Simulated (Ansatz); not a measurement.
# SrWO4 (I4_1/a): spin-orbit coupling beyond the local functionals

Aim: the spin-orbit change of the gap of SrWO4 (I4_1/a).

Program: Ansatz 0.2.0. Level of theory: density functionals with and without spin-orbit coupling, plane waves, PAW. Values are calculated unless marked as measured.

**Experimental background.**

- Gap 5.08 eV: direct gap from absorption edge with Urbach fit; optical absorption; 300 K; bulk crystal (thin cleaved platelet of Czochralski crystal, 10-30 um thick) (“Optical absorption of divalent metal tungstates: Correlation between the band-gap energy and the cation ionic radius”, 2008, arxiv:0807.2115).

- Gap 4.9 eV: onset of steep optical absorption, direct gap; UV-visible optical absorption; 300 K; bulk crystal (Czochralski crystal, cleaved platelet about 20 um thick) (“A combined high-pressure experimental and theoretical study of the electronic band-structure of scheelite-type AWO4 (A = Ca, Sr, Ba, Pb) compounds”, 2011, arxiv:1107.3014).

Report form: inputs, costs, results and the conclusion, without the logs.

## (1) The starting structure

It takes space group I4_1/a (No. 88, tetragonal). The conventional cell has a = 5.440 Å, b = 5.440 Å, c = 11.940 Å, α = 90.00°, β = 90.00°, γ = 90.00°. Sr has 8 O at 2.58 to 2.62 Å nearest. W has 4 O at 1.80 Å nearest. Nearest to O lie 1 W at 1.80 Å and 2 Sr at 2.58 to 2.62 Å. Farther neighbours, and contacts between anions beyond the nearest, are not listed.

The cell and positions are those that the Materials Project relaxed with its own functionals (PBE, PBE+U or r2SCAN), kept fixed. The default PAW set here is soft_2. Its files were made with PBE.

## (2) HSE06, 4×4×4 mesh

This step: DFT, HSE06, plane waves, PAW.

Input file input.yaml:

```yaml
crystal:
  lattice:
    - [-2.7201121709, 2.7201121709, 5.9699255756]
    - [2.7201121709, -2.7201121709, 5.9699255756]
    - [2.7201121709, 2.7201121709, -5.9699255756]
  atoms:
    - { symbol: Sr, position: [0.75, 0.25, 0.5] }
    - { symbol: Sr, position: [0.0, 0.0, 0.0] }
    - { symbol: W, position: [0.25, 0.75, 0.5] }
    - { symbol: W, position: [0.5, 0.5, 0.0] }
    - { symbol: O, position: [0.44084291, 0.81857378, 0.09339807] }
    - { symbol: O, position: [0.56857378, 0.97517571, 0.87773087] }
    - { symbol: O, position: [0.09744484, 0.69084291, 0.12226913] }
    - { symbol: O, position: [0.72517571, 0.34744484, 0.90660193] }
    - { symbol: O, position: [0.02482429, 0.90255516, 0.59339807] }
    - { symbol: O, position: [0.65255516, 0.55915709, 0.37773087] }
    - { symbol: O, position: [0.18142622, 0.27482429, 0.62226913] }
    - { symbol: O, position: [0.30915709, 0.43142622, 0.40660193] }
kpoints:
  mp_grid: { grid: [4, 4, 4] }
  band_path:
    path:
      - [0.0, 0.0, 0.0]
      - [0.0, 0.0, 0.5]
      - [0.25, 0.25, 0.25]
      - [0.0, 0.5, 0.0]
      - [0.5, 0.5, -0.5]
      - [0.30190101, 0.69809899, -0.30190101]
      - [-0.30190101, 0.30190101, 0.30190101]
      - [-0.10380202, 0.10380202, 0.5]
    npoints: 1
hamiltonian:
  xc: hse06
scf:
  occupations: { method: fixed }
  n_extra_bands: 8
output:
  eigenvalues: true
```

Launch:

```
ansatz run input.yaml --threads 3 --pin off --max-ram 92160MiB --backend cuda --events-out ev --progress --plain --runs-dir out --devices 1 --max-vram 13GiB
```

Elapsed: 59 s, on 1 × NVIDIA H100 80GB HBM3 (shared by 6 runs) with 3 threads of AMD EPYC 7R13 (Zen 3), shared host; peak memory 1.9 GiB.

Read from the output:

| Property | Result |
| --- | --- |
| gap | 5.964 eV |
| valence top at | Γ |
| conduction bottom at | Γ |
| least direct gap | 5.964 eV |
| exact-exchange fraction | 0.25 |

The gap is direct, at Γ.

## (3) HSE06+SOC, 4×4×4 mesh

The many-body steps leave out spin-orbit coupling, so its effect is taken from a two-component run, with twice the bands.

This step: DFT, HSE06 with spin-orbit coupling, plane waves, PAW.

input.yaml, as its differences from that of step 2:

```diff
@@ -35,3 +35,6 @@
   occupations: { method: fixed }
-  n_extra_bands: 8
+  n_extra_bands: 16
+magnetization:
+  noncollinear: true
+  spin_orbit: true
 output:
```

It took 2.8 min on 1 × NVIDIA H100 80GB HBM3 (shared by 6 runs) with 3 threads; peak memory 3.6 GiB; 4.7 min of CPU time.

This step gave:

```yaml
gap: 5.923 eV
valence_top_at: Γ
conduction_bottom_at: Γ
least_direct_gap: 5.923 eV
exact_exchange_fraction: 0.25
```

The gap stands −0.04 eV against HSE06.

## (4) Together

Times are wall times on 1 × NVIDIA H100 80GB HBM3 (shared by 6 runs) with 3 threads of AMD EPYC 7R13 (Zen 3), shared host, good to a factor of about two.

```csv
level,gap (eV),with coupling (eV),change (eV),time,with coupling
HSE06,5.96,5.92,−0.04,59 s,2.8 min
```

## (5) Results

| Quantity | Value |
| --- | --- |
| HSE06 | 5.96 eV |
| HSE06+SOC | 5.92 eV |

**Reading.** Spin-orbit coupling changes the gap by −0.04 eV and the least direct gap by −0.04 eV. Against experiment, by HSE06+SOC: the direct gap of 5.92 eV lies +0.84 eV from the measured 5.08 eV (direct, 300 K, 2008); the direct gap of 5.92 eV lies +1.02 eV from the measured 4.9 eV (direct, 300 K, 2011). An exciton line or allowed optical edge lies below the quasiparticle gap by the binding energy; a forbidden edge can push the onset above it. The lattice is static and excitons are left out.

[Long decimals in the printed logs are rounded to 6 places.]

[Logs are printed without paths, hosts, clocks, repeated set-up lines and the standing remarks that a program may print on its own settings, such as how far it seeks lower states.]

[Paths, hosts, dates, memory and timing lines, banners, echoed tables and standing remarks are left out of the program output; an Ansatz launch command may be rebuilt from the run's recorded settings. Measured values are a selection of at most five: reports struck by readers or far from the other reports are left out. None is set beside runs whose start may be inverted or whose files or cutoffs have a known fault.]

[Runs of the session that timed out or met a known fault of the program may be left out.]

[Cells called generated may have been cut or substituted from an entry of the Crystallography Open Database or the Materials Project.]

[Hosts, paths, dates, database ids (printed as entryN), source tags and the programs' standing remarks are cut or masked in the printed files.]

[Where the starting crystal was built by hand or by swapping elements, it need not be the compound's stable phase.]
